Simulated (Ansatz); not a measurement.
# CN and Li on Zr(0001), fcc start, 2x2 cell: photoemission fingerprints, part 4 of 4

What would XPS and UPS show for CN and Li on Zr(0001), fcc start, 2x2 cell?

Ansatz 0.2.0; DFT, PBE, plane-wave PAW, default files, scalar-relativistic.

So far, work function, upper face (eV): step 2 (the clean face) 4.16; step 3 (relaxing the atoms) 2.58.

## 4. Layer-resolved bands, DOS and potential (continued)

The planar mean, electrostatic potential oscillates, so the rows of the table below give means over windows of 2.65 Å about each position, cut where the curve ends. Its maxima inside the range that stand out by 2 % of the span (Å: eV): 1.4: 4.22, 8.8: -0.0209, 11.4: 0.0297, 13.9: -0.520. Its minima: 7.5: -18.1, 10.0: -17.9, 12.7: -17.5, 15.3: -16.5.

From the Fermi level. Table of planar mean, electrostatic potential by z; means over each step:

z (Å), planar mean, electrostatic potential (eV) and a bar from the least value:
```
     1.32        4.0 ##############################
     3.97        4.1 ##############################
     6.62       -6.0 ######
     9.27       -8.3 
    11.92       -8.0 #
    14.57       -8.1 #
    17.22       -1.1 #################
    19.87        2.5 ##########################
    22.52        2.6 ##########################
```

The intensity has structure finer than the step of the table below, so its rows give means over 1 eV, whole bins alone (the curve runs from -29.4 to 1.43 eV). Peaks (eV: height): N K -9.0: 28.2, -5.9: 99.4, -2.0: 18.1; N K, E along x -9.0: 62.3, -5.7: 67.7, -2.1: 12.9; N K, E along y -9.0: 21.0, -6.0: 109, -2.0: 25.6; N K, E along z -5.8: 127, -1.2: 28.5; C K -17.9: 14.0, -5.8: 99.7, -1.8: 61.8.

Shapes are the site's partial DOS without matrix elements, which overweights lines from ligand s bands. The intensity by emission energy less the core level's binding energy, zero at the Fermi level; means over each step; 7 of 9 lines; values in % of the unpolarised maximum:

| emission energy less the core level's binding energy (eV) | N K | N K, E along x | N K, E along y | N K, E along z | C K | C K, E along x | C K, E along y |
| --- | --- | --- | --- | --- | --- | --- | --- |
| -28 | 0.780 | 0.914 | 0.646 | 0.778 | 1.54 | 1.68 | 1.60 |
| -27 | 1.31 | 1.69 | 1.23 | 1.02 | 3.11 | 3.56 | 3.34 |
| -26 | 0.695 | 0.871 | 0.763 | 0.450 | 1.84 | 2.36 | 1.98 |
| -25 | 0.278 | 0.355 | 0.296 | 0.184 | 0.674 | 0.910 | 0.696 |
| -24 | 0.172 | 0.234 | 0.173 | 0.109 | 0.383 | 0.567 | 0.373 |
| -23 | 0.149 | 0.217 | 0.146 | 0.0840 | 0.323 | 0.539 | 0.292 |
| -22 | 0.160 | 0.251 | 0.155 | 0.0753 | 0.360 | 0.671 | 0.302 |
| -21 | 0.209 | 0.352 | 0.200 | 0.0744 | 0.513 | 1.04 | 0.403 |
| -20 | 0.354 | 0.646 | 0.338 | 0.0790 | 0.987 | 2.13 | 0.736 |
| -19 | 1.03 | 2.02 | 0.981 | 0.0939 | 3.30 | 7.41 | 2.38 |
| -18 | 3.36 | 6.74 | 3.20 | 0.134 | 11.6 | 26.4 | 8.29 |
| -17 | 1.65 | 3.25 | 1.57 | 0.125 | 5.37 | 12.1 | 3.85 |
| -16 | 0.520 | 0.939 | 0.493 | 0.128 | 1.33 | 2.88 | 0.987 |
| -15 | 0.357 | 0.583 | 0.335 | 0.151 | 0.643 | 1.28 | 0.505 |
| -14 | 0.358 | 0.557 | 0.332 | 0.186 | 0.450 | 0.794 | 0.378 |
| -13 | 0.445 | 0.692 | 0.404 | 0.238 | 0.400 | 0.618 | 0.357 |
| -12 | 0.658 | 1.08 | 0.580 | 0.318 | 0.428 | 0.588 | 0.401 |
| -11 | 1.27 | 2.29 | 1.06 | 0.450 | 0.556 | 0.712 | 0.532 |
| -10 | 5.40 | 11.3 | 4.15 | 0.711 | 1.16 | 1.66 | 1.06 |
| -9 | 22.2 | 48.7 | 16.6 | 1.32 | 3.45 | 5.61 | 3.00 |
| -8 | 6.44 | 11.2 | 5.56 | 2.60 | 2.53 | 2.64 | 2.57 |
| -7 | 11.0 | 7.36 | 13.3 | 12.4 | 9.50 | 7.00 | 10.3 |
| -6 | 76.6 | 48.4 | 85.4 | 96.0 | 75.7 | 45.1 | 88.6 |
| -5 | 46.4 | 42.0 | 41.6 | 55.6 | 60.3 | 97.8 | 43.0 |
| -4 | 7.18 | 7.37 | 7.00 | 7.17 | 9.47 | 15.6 | 7.41 |
| -3 | 6.06 | 5.70 | 7.94 | 4.53 | 10.9 | 9.43 | 15.5 |
| -2 | 16.5 | 11.2 | 22.4 | 15.8 | 52.3 | 31.2 | 78.7 |
| -1 | 14.0 | 5.64 | 11.6 | 24.7 | 40.8 | 22.6 | 37.2 |
| 0 | 5.47 | 1.92 | 3.15 | 10.6 | 12.5 | 4.61 | 8.07 |

Window up to 1.5 eV. Shell moments, by row:

| element | shell | occupied states an atom | centre of occupied part (eV) | rms width of occupied part (eV) | centre up to the window's top (eV) | rms width up to the window's top (eV) |
| --- | --- | --- | --- | --- | --- | --- |
| N | 2s | 1.435 | -15.03 | 5.234 | -14.76 | 5.578 |
| N | 2p | 4.062 | -6.164 | 4.068 | -5.813 | 4.243 |
| Li | 2s | 0.3881 | -3.538 | 5.704 | -1.319 | 4.616 |
| C | 2s | 1.266 | -10.8 | 6.022 | -10.42 | 6.266 |
| C | 2p | 3.149 | -5.696 | 5.584 | -5.155 | 5.637 |
| Zr | 5s | 0.836 | -3.657 | 4.937 | -3.001 | 4.815 |
| Zr | 4p | 5.907 | -26.79 | 0.3232 | -26.79 | 0.3232 |
| Zr | 5p* | 0.1434 | -2.384 | 3.72 | -0.6422 | 2.977 |
| Zr | 4d | 3.089 | -1.831 | 3.375 | -0.7466 | 2.894 |
| Li | 2p* | 0.0767 | -1.098 | 1.263 | 0.1862 | 1.208 |

The spectra weight each projected shell by its atomic cross section (Dirac–Hartree–Slater) and angular factor, for unpolarised light with the analyser at 54.7° from the beam. Broadening, on top of any smearing of the DOS itself: a Gaussian of 0.1 eV and a Lorentzian of 0.05 eV plus 0.05 times the binding energy (full widths), Fermi edge at 300 K. Each atom is damped by exp[−depth/(λ cos θ)], θ = 75° from the normal, λ from the universal curve. Curves are cut 10 eV under the photon energy, above any shell that the free atom's threshold puts out of reach, or at the lower edge of the window: 8.2 eV at 21.2 eV, 29.4 eV at 60 eV, 29.4 eV at 1486.7 eV, 29.4 eV at 2150 eV and 29.4 eV at 9251.7 eV. A star in tables and legends marks shells that hold the states left over by the projection (0.8 % of the filled ones), a stand-in for orbitals that the files don't project on. Dipole terms alone, which is rough above 3 keV; no background, satellites or final-state effects.

How the area divides among the shells (%):

| shell | 21.2 eV | 60 eV | 1486.7 eV | 2150 eV | 9251.7 eV |
| --- | --- | --- | --- | --- | --- |
| N 2s | 0.0 | 9.9 | 0.8 | 0.6 | 0.3 |
| N 2p | 13.7 | 41.0 | 0.1 | 0.1 | 0.0 |
| C 2s | 0.3 | 7.9 | 0.4 | 0.3 | 0.1 |
| C 2p | 10.3 | 17.1 | 0.0 | 0.0 | 0.0 |
| Zr 5s | 0.1 | 0.4 | 1.2 | 1.4 | 3.5 |
| Zr 4p | 0.0 | 19.2 | 85.9 | 89.2 | 94.0 |
| Zr 4d | 75.3 | 4.2 | 11.5 | 8.3 | 2.0 |

Cross sections used, in Mb an electron:

| shell | 21.2 eV | 60 eV | 1486.7 eV | 2150 eV | 9251.7 eV |
| --- | --- | --- | --- | --- | --- |
| N 2s | - | 0.42 | 5.8e-4 | 2.1e-4 | 2.6e-6 |
| N 2p | 3.1 | 0.61 | 2.8e-5 | 6.9e-6 | 2.1e-8 |
| C 2s | 0.58 | 0.38 | 3.1e-4 | 1.1e-4 | 1.3e-6 |
| C 2p | 2.7 | 0.33 | 9.8e-6 | 2.3e-6 | 6.5e-9 |
| Zr 5s | 0.033 | 0.028 | 2.2e-4 | 1.1e-4 | 5.6e-6 |
| Zr 4p | - | 0.21 | 0.0024 | 0.0011 | 2.3e-5 |
| Zr 4d | 5.5 | 0.081 | 5.6e-4 | 1.8e-4 | 8.7e-7 |

Regions along c: top from 14.6 to 21.7 Å, middle from 10.7 to 14.6 Å, bottom from 3.5 to 10.7 Å.

The largest force component on a free atom is 0.024 eV/Å, so the atoms are at rest for these settings too. At the Fermi level the DOS is 24.18 states/eV a cell, and on the broadened curves Zr 4d holds 84 % of the total there.

## 5. Core holes

Core levels are what XPS measures. Each chosen atom gets a core hole in a self-consistent pass of its own.

Contents of input.yaml:

```yaml
crystal:
  lattice:
    - [6.46, 0.0, 0.0]
    - [3.23, 5.5945241084, 0.0]
    - [0.0, 0.0, 25.085]
  atoms:
    - { symbol: N_h, position: [-0.1332108143, 0.3082701756, 0.6590090738] }
    - { symbol: Li_h, position: [0.91456808, 1.0357143835, 0.7048859632] }
    - { symbol: C_h, position: [0.1109902596, 0.1837333514, 0.6571271932] }
    - { symbol: Zr, position: [-0.0097586001, 0.0021536347, 0.5962712913] }
    - { symbol: Zr_h, position: [0.4557194518, 0.0230382986, 0.6164019227] }
    - { symbol: Zr, position: [-0.0142847844, 0.5268557934, 0.6120708651] }
    - { symbol: Zr_h, position: [0.5266857222, 0.4887794122, 0.6195050959] }
    - { symbol: Zr, position: [0.8352452605, 0.3444339061, 0.5052624309] }
    - { symbol: Zr, position: [0.3359335079, 0.3425588588, 0.5127355696] }
    - { symbol: Zr, position: [0.8230275196, 0.8331555168, 0.5036613036] }
    - { symbol: Zr, position: [0.3501558603, 0.8193067712, 0.5080520568] }
    - { symbol: Zr_h, position: [0.0, 0.0, 0.402033088] }
    - { symbol: Zr, position: [0.5, 0.0, 0.402033088] }
    - { symbol: Zr, position: [0.0, 0.5, 0.402033088] }
    - { symbol: Zr, position: [0.5, 0.5, 0.402033088] }
    - { symbol: Zr, position: [0.833333333, 0.333333333, 0.298983456] }
    - { symbol: Zr, position: [0.333333333, 0.333333333, 0.298983456] }
    - { symbol: Zr, position: [0.833333333, 0.833333333, 0.298983456] }
    - { symbol: Zr, position: [0.333333333, 0.833333333, 0.298983456] }
kpoints:
  mp_grid: { grid: [6, 6, 1] }
scf:
  occupations: { method: fermi_dirac, width: 0.05 }
  n_extra_bands: 15
hamiltonian:
  xc: pbe
  pseudopotentials: { kind: paw }
output:
  forces: true
  write_potential: true
  volumetric_format: []
  core_levels:
    shells: { N_h: "1s", Li_h: "1s", C_h: "1s", Zr_h: "3d" }
    counted_from: fermi_level
    add_spin: false
efield:
  axis: 3
  dipole_correction: true
```

Run with:

```sh
$ ansatz run input.yaml --threads 8 --pin off --max-ram 20480MiB --backend cpu --events-out ev --progress --plain --runs-dir out
```

Numbers of over 12 decimals in the logs are rounded to 6 here.

The program printed:

```text
Error: pseudopotential record <dir> output.core_levels.shells: no 1s core hole can be made of this Li record: its frozen core holds no 1s shell, nor is that a full one between the 1s and the outermost: it holds none.
Fix: name a PAW record that freezes 1s for Li under hamiltonian.pseudopotentials.azcp (`Li: <path>`).
```

Run time: 0.1 s. Hardware: 8 threads of AMD EPYC 7R43, shared host; peak memory 0.13 GiB.

The program refused the input before any cycle.

The program's message: “Error: pseudopotential record <dir> output.core_levels.shells: no 1s core hole can be made of this Li record: its frozen core holds no 1s shell, nor is that a full one between the 1s and the outermost …”

## 6. Density and potential on the grid

The density, the localisation function and the potential are written on the grid, to look at the bonding.

Contents of input.yaml:

```yaml
crystal:
  lattice:
    - [6.46, 0.0, 0.0]
    - [3.23, 5.5945241084, 0.0]
    - [0.0, 0.0, 25.085]
  atoms:
    - { symbol: "N", position: [-0.1332108143, 0.3082701756, 0.6590090738] }
    - { symbol: Li, position: [0.91456808, 1.0357143835, 0.7048859632] }
    - { symbol: C, position: [0.1109902596, 0.1837333514, 0.6571271932] }
    - { symbol: Zr, position: [-0.0097586001, 0.0021536347, 0.5962712913] }
    - { symbol: Zr, position: [0.4557194518, 0.0230382986, 0.6164019227] }
    - { symbol: Zr, position: [-0.0142847844, 0.5268557934, 0.6120708651] }
    - { symbol: Zr, position: [0.5266857222, 0.4887794122, 0.6195050959] }
    - { symbol: Zr, position: [0.8352452605, 0.3444339061, 0.5052624309] }
    - { symbol: Zr, position: [0.3359335079, 0.3425588588, 0.5127355696] }
    - { symbol: Zr, position: [0.8230275196, 0.8331555168, 0.5036613036] }
    - { symbol: Zr, position: [0.3501558603, 0.8193067712, 0.5080520568] }
    - { symbol: Zr, position: [0.0, 0.0, 0.402033088] }
    - { symbol: Zr, position: [0.5, 0.0, 0.402033088] }
    - { symbol: Zr, position: [0.0, 0.5, 0.402033088] }
    - { symbol: Zr, position: [0.5, 0.5, 0.402033088] }
    - { symbol: Zr, position: [0.833333333, 0.333333333, 0.298983456] }
    - { symbol: Zr, position: [0.333333333, 0.333333333, 0.298983456] }
    - { symbol: Zr, position: [0.833333333, 0.833333333, 0.298983456] }
    - { symbol: Zr, position: [0.333333333, 0.833333333, 0.298983456] }
kpoints:
  mp_grid: { grid: [6, 6, 1] }
scf:
  occupations: { method: fermi_dirac, width: 0.05 }
  n_extra_bands: 15
hamiltonian:
  xc: pbe
  pseudopotentials: { kind: paw }
output:
  forces: true
  write_density: true
  write_potential: true
  elf: true
  volumetric_format: npy
efield:
  axis: 3
  dipole_correction: true
```

The program printed:

```text
[...]
Crystal: 19 atoms, lattice volume = 906.588 Å³
Basis set: ecut = 420 eV, 17735 PW (Γ), exchange–correlation on 90×90×360 points (8 copies of the dense FFT grid, shifted against one another)
Bands: 117, of which v1, the nominal top of the filled ones, is band 102 counted from 1 (101 counted from 0)
Symmetry: 1 space group operations
[...]
k-points: 20 of 36 (time reversal used)
[...]
SCF iter   1: F=—  HF=-67776.371498 eV  |F-HF|=—  |Δ(HF+E_count)|=         —  Δρ=5.30e-3  dr2=2.87e0  ethr=1.77e-3  p=0.355 e·Å  D=7.10e-2 V/Å  ΔV_dip=-1.78 eV  dr2_dipole=4.62e-1  V_vac-E_F(+/−)=2.38/4.17 eV  ⟨swp⟩=8.6  Hψ=10970  notcnv=0
[...]
SCF iter   9: F=-67776.316880 eV  HF=-67776.316880 eV  |F-HF|=6.64e-9  |Δ(HF+E_count)|=   2.01e-9  Δρ=7.77e-7  dr2=1.65e-8  ethr=4.90e-11  p=0.329 e·Å  D=6.56e-2 V/Å  ΔV_dip=-1.64 eV  dr2_dipole=1.28e-10  V_vac-E_F(+/−)=2.58/4.22 eV  ⟨swp⟩=16.4  Hψ=19140  notcnv=0
[...]
SCF 1 converged in 9 iterations: F = -67776.316880 eV  dr2 = 1.65e-8
[...]
SCF converged after 9 iterations
Free energy (F): -67776.316880 eV
[...]
Internal energy: -67776.119184 eV  (E = F + TS)
E sigma→0 (E₀):  -67776.218032 eV
Entropy (-TS):   -0.197697 eV (-10.405 meV/atom)
Fermi energy:    4.118520 eV
Dipole field:    D = 0.065565 V/Å  (p = 0.328489 e·Å, saw-weighted, corrected)
Work function:   Φ+ = 2.5796 eV   Φ− = 4.2241 eV
[...]
--- Forces (eV/Å), atoms counted from 1 ---
  atom   1  N      0.02354030    -0.00093394    -0.00459801
  atom   2  Li    -0.00016277    -0.00307242     0.00265859
  atom   3  C     -0.01995251    -0.00359542     0.00569457
  atom   4  Zr     0.00764105     0.01152494    -0.00064902
  atom   5  Zr    -0.00053157    -0.01412795     0.00193563
  atom   6  Zr    -0.00366727    -0.00056609    -0.00247128
  atom   7  Zr    -0.01452936     0.00282465    -0.00090531
  atom   8  Zr     0.00358415     0.00113470     0.00314748
  atom   9  Zr     0.00355045    -0.00094857     0.00373258
  atom  10  Zr    -0.00132313     0.00276714    -0.00161218
  atom  11  Zr     0.00528250     0.00304351    -0.00324591
  atom  12  Zr    -0.02000181    -0.05877578    -0.88569897
  atom  13  Zr    -0.05632385     0.10729463    -0.39852772
  atom  14  Zr     0.10667647    -0.00217659    -0.56633760
  atom  15  Zr    -0.05545753    -0.05229616    -0.36125957
  atom  16  Zr    -0.00243070    -0.02157364     0.55524084
  atom  17  Zr     0.00751737    -0.00101608     0.54960498
  atom  18  Zr     0.02576830     0.00826431     0.54688729
  atom  19  Zr    -0.00917134     0.02222919     0.55643168
  max |Σ_I F_I| component: 2.81e-5 eV/Å
--- Band table (eV; the first three rows and the last of 20) ---
  k-point 0: bands = [... 98 lower, 4.2599, 4.3986, 4.4834, 4.5772, 4.5966, 4.7033, 4.7721, 4.8606, ... 11 higher]
  k-point 1: bands = [... 98 lower, 4.1812, 4.3250, 4.4130, 4.4260, 4.4801, 4.5866, 4.6183, 4.6828, ... 11 higher]
  k-point 2: bands = [... 98 lower, 3.9076, 4.0242, 4.0877, 4.1159, 4.2247, 4.2773, 4.3264, 4.3793, ... 11 higher]
  k-point 19: bands = [... 98 lower, 3.7025, 3.7227, 3.8270, 3.9047, 3.9956, 4.0237, 4.0366, 4.2065, ... 11 higher]
```

Wall time 41 s (8 threads); peak memory 4.6 GiB.

Electrostatic potential energy in the ca plane at fractional y = 0.000, with atoms of Li and Zr within 0.2 Å of it. With pseudopotentials it is smooth inside the atoms' cores, unlike the true potential.

Ten even steps from '0' (-61 eV) to '9' (8 eV), each cell a mean:
```
98620026899999973000589864579999999999999999
99853358999999986324789864579999999999999999
99987789998888998778899987789999999999999999
99999999998778999999999999999999999999999999
99999999988778999999999999999999999999999999
99987789998888999998899999999999999999999999
99853358999999999875689999999999999999999999
98620027899999998621258999999999999999999999
98610016899999998500037999999999999999999999
99730037999999998500047999999999999999999999
99875578999889999742368999999999999999999999
99998899998878999887789999999999999999999999
99999999998778999999999999999999999999999999
99998899998888999989999999999999999999999999
99875578999999998667899999999999999999999999
99730037999999985113789999999999999999999999
98610016899999972000589986789999999999999999
```
Columns run along c (16.0 Å, from fractional 0.34 to 0.98 of the cell; values clipped at the 3rd and 97th percentile), rows up along a (6.5 Å). Atoms in or near the plane, at fractional coordinates: Li at (0.70, 0.91), Zr at (0.60, 0.99), Zr at (0.62, 0.46), Zr at (0.40, 0.00), Zr at (0.40, 0.50).

Valence density in the ca plane at fractional y = 0.000, with atoms of Li and Zr within 0.2 Å of it. It is the smooth field of the valence electrons, not physical close to the nuclei.

Values in e/Å³, 9 rows by 16 columns, each cell a mean:
```
0.3 2.6 1.5 0.2 0.2 0.5 3.1 1.1 0.3 2.7 0.0 0.0 0.0 0.0 0.0 0.0
0.2 0.4 0.3 0.2 0.4 0.2 0.5 0.2 0.1 0.2 0.0 0.0 0.0 0.0 0.0 0.0
0.2 0.2 0.2 0.2 0.5 0.2 0.1 0.1 0.1 0.0 0.0 0.0 0.0 0.0 0.0 0.0
0.2 2.0 1.1 0.2 0.2 0.2 0.7 1.1 0.1 0.0 0.0 0.0 0.0 0.0 0.0 0.0
0.3 3.3 2.1 0.2 0.2 0.2 2.2 3.1 0.2 0.0 0.0 0.0 0.0 0.0 0.0 0.0
0.2 1.2 0.7 0.2 0.2 0.2 1.3 1.9 0.2 0.0 0.0 0.0 0.0 0.0 0.0 0.0
0.2 0.2 0.2 0.2 0.4 0.2 0.2 0.3 0.2 0.0 0.0 0.0 0.0 0.0 0.0 0.0
0.2 0.7 0.4 0.2 0.2 0.2 0.7 0.4 0.2 0.0 0.0 0.0 0.0 0.0 0.0 0.0
0.3 3.1 1.9 0.2 0.2 0.6 3.3 1.3 0.1 0.2 0.0 0.0 0.0 0.0 0.0 0.0
```
Columns run along c (16.0 Å, from fractional 0.34 to 0.98 of the cell), rows up along a (6.5 Å). Atoms in or near the plane, at fractional coordinates: Li at (0.70, 0.91), Zr at (0.60, 0.99), Zr at (0.62, 0.46), Zr at (0.40, 0.00), Zr at (0.40, 0.50).

ELF in the ca plane at fractional y = 0.000, with atoms of Li and Zr within 0.2 Å of it. It is the smooth field of the valence electrons, not physical close to the nuclei.

Values in units of 1e-1, 9 rows by 16 columns, each cell a mean:
```
3.2 6.4 5.1 3.3 4.7 3.6 6.5 4.4 1.4 8.6 0.4 0.1 0.0 0.0 0.0 0.0
2.7 2.6 2.6 2.0 2.5 1.9 3.0 2.8 3.3 1.5 0.4 0.4 0.1 0.0 0.0 0.0
3.0 2.3 2.8 2.1 3.2 2.7 2.8 3.2 5.7 4.4 2.6 0.8 0.1 0.0 0.0 0.0
2.9 6.1 4.4 3.0 3.0 3.8 3.4 4.6 1.7 2.7 1.6 0.4 0.1 0.0 0.0 0.0
3.8 5.5 5.7 4.8 6.3 5.0 5.8 6.0 1.7 0.8 0.4 0.1 0.0 0.0 0.0 0.0
2.6 4.8 3.4 2.7 2.3 3.2 4.7 5.7 2.1 1.9 0.4 0.1 0.0 0.0 0.0 0.0
3.1 2.4 3.1 2.2 2.5 2.8 2.8 3.4 6.8 4.5 0.8 0.1 0.0 0.0 0.0 0.0
2.6 3.6 2.8 2.4 2.2 2.5 3.5 4.0 6.8 3.5 0.6 0.0 0.0 0.0 0.0 0.0
3.7 5.9 5.5 3.8 6.1 4.2 6.0 4.4 1.7 1.7 0.1 0.0 0.0 0.0 0.0 0.0
```
Columns run along c (16.0 Å, from fractional 0.34 to 0.98 of the cell), rows up along a (6.5 Å). Atoms in or near the plane, at fractional coordinates: Li at (0.70, 0.91), Zr at (0.60, 0.99), Zr at (0.62, 0.46), Zr at (0.40, 0.00), Zr at (0.40, 0.50).

## 7. Another try

In this try the input is made faulty on purpose, to show what that does.

This step: DFT, PBE, plane-wave PAW, default files, scalar-relativistic; changed: scf.mixing = {"algorithm": "broyden", "beta": 1.5, "ndim": 1, "preconditioner": "none"}, scf.max_iter = 80 (Ansatz 0.2.0).

Changes to input.yaml since step 6:

```diff
@@ -29,3 +29,5 @@
   occupations: { method: fermi_dirac, width: 0.05 }
-  n_extra_bands: 15
+  n_extra_bands: 26
+  mixing: { algorithm: broyden, beta: 1.5, ndim: 1, preconditioner: none }
+  max_iter: 80
 hamiltonian:
@@ -35,6 +37,15 @@
   forces: true
-  write_density: true
   write_potential: true
-  elf: true
-  volumetric_format: npy
+  volumetric_format: []
+  dos:
+    projected:
+      site_lists:
+        adsorbate: [0, 1, 2]
+        layer_1: [3, 4, 5, 6]
+        layer_2: [7, 8, 9, 10]
+        layer_3: [11, 12, 13, 14]
+        other_layers: [15, 16, 17, 18]
+    de: 0.05
+    e_range: [-30, 12]
+    method: { smearing: { sigma: 0.15, scheme: gaussian } }
 efield:
```

The program printed:

```text
Error: invalid value for `scf.mixing.beta`: must be finite and in (0, 1]; got 1.5
```

It took 0.04 s on 8 threads; peak memory 0.042 GiB.

The program refused the input before any cycle.

The program's message: “Error: invalid value for `scf.mixing.beta`: must be finite and in (0, 1]; got 1.5”

The change that led to it: scf.mixing.

## 8. Summary of results

```
work function                                                                 : 2.58 eV (other face 4.22 eV)
change from the clean face                                                    : -1.58 eV
Zr 4d centre of the filled part above −10 eV, from the plotted curve, layer 3 : -1.42 eV
Zr 4d centre of the filled part above −10 eV, from the plotted curve, layer 1 : -1.78 eV
```

What this shows: The Fermi level of CN and Li on Zr(0001), fcc start, 2x2 cell lies 2.58 eV (other face 4.22 eV) below the vacuum, a change of -1.58 eV from the clean face. Only the strongest levels a point were stored, too few to count surface states. After relaxation C3 stands 1.16 Å above the top layer, bonded to 3 Zr atoms at 2.18 to 2.29 Å. The bare lower face differs from the lower face of the clean 1×1 slab by 0.04 eV, a measure of the error from mesh and slab. A full set of core levels wasn't obtained: the run with holes failed. At 1486.7 eV the valence spectrum has its highest listed peaks within 13 eV at 0.1 eV (Zr 4d), 0.8 eV (Zr 4d) and 1.7 eV (Zr 4d), and the deeper Zr 4p line at 26.8 eV is higher still (without the spin–orbit splitting that a measurement shows). The shell named is the one with most of the intensity, cross sections included, not always the one with most states there. The slab's own atoms span 8.0 Å, so bulk bands appear as a few quantum-well levels, and states of the two faces can mix. The program warns of density or levels in the vacuum in some of these runs, so vacuum levels and energy differences can be a little off.

[Logs are printed without paths, hosts, clocks, repeated set-up lines and the standing remarks that a program may print on its own settings, such as how far it seeks lower states.]

[Hosts, paths, dates, database ids (printed as entryN), source tags and the programs' standing remarks are cut or masked in the printed files.]

[Maps of the electrostatic potential energy from Ansatz leave out the sawtooth potential of an applied field or a dipole correction, so their vacuum need not be flat; work functions include it.]
